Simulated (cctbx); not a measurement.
## Symmetry from intensities

Cell: a = 6.0910 Å, b = 6.0910 Å, c = 11.3460 Å, α = 90.00°, β = 90.00°, γ = 90.00°. Expected content of the cell: Pb4 Rh20 N8.

The data are simulated with cctbx, not measured: Ga Kα, λ = 1.3414 Å, to d = 0.83 Å, 95 % of the full sphere, strongest reflection 5000 counts, noise from counting, a 1.5 % proportional error and a noise floor of 2 counts (s.d.); no absorption, some extinction.

A first pass over the reflections prints:

```text
2944 reflections to d = 0.830 A
centring   violations  <I/sigma> of those
    A        483 of  1462      6.2
    B        481 of  1457      6.1
    C        316 of  1487      3.5
    I          0 of  1454     -0.0
    R        646 of  1976      5.9
    F        640 of  2203      5.3
Laue class    unique    Rint  (classes that these axes allow; Friedel mates merged)
I 1 2/m 1         432   0.027
I 1 1 2/m         418   0.028
I 2/m 1 1         433   0.028
I m m m           249   0.030
I 4/m             212   0.030
I 4/m m m         141   0.031
space group    extra absences  I>4sigma  <I/sigma>
I 4 2 2                 0          0         -  acentric
I 4 m m                 0          0         -  acentric
I 4 c m               153          0       0.1  acentric
I -4 m 2                0          0         -  acentric
I -4 c 2              153          0       0.1  acentric
I -4 2 m                0          0         -  acentric
I 4/m m m               0          0         -  centric
I 4/m c m             153          0       0.1  centric
Wilson B = 1.62 A^2   <|E^2-1|> = 0.837 (0.968 centric, 0.736 acentric)   E^2>4: 1.6 %
shell (A)         n   <I/sigma>
 5.67 - 1.65     24     44.8
 1.65 - 1.32     20     43.4
 1.32 - 1.15     15     33.5
 1.15 - 1.05     16     45.3
 1.05 - 0.97     18     37.3
 0.97 - 0.91     14     25.9
 0.91 - 0.87     14     24.3
 0.87 - 0.83     20     30.4
```

Q: Read the symmetry from these tables.

The reflections that I centring forbids are absent (⟨I/σ⟩ near 0), so the lattice is I.

Rint stays low (0.027 to 0.031) up to I 4/m m m, the highest class in these axes.

8 settings pass the absence test. The most absences obeyed, 153, belong to I 4 c m, I -4 c 2 and I 4/m c m, which absences can't tell apart.

⟨|E²−1|⟩ = 0.837 lies between the two ideal values. The Wilson B of 1.62 Å² means U ≈ 0.0205 Å².

The true group is I4/mcm (no. 140), Laue class 4/mmm, centrosymmetric. The tables only narrow the choice to the tied entries; cell content, site symmetry and trial solutions must settle it.

This is a model crystal, built by substitution and not relaxed, with assumed displacement parameters.

[Logs are printed without paths, hosts, clocks, repeated set-up lines and the standing remarks that a program may print on its own settings, such as how far it seeks lower states.]
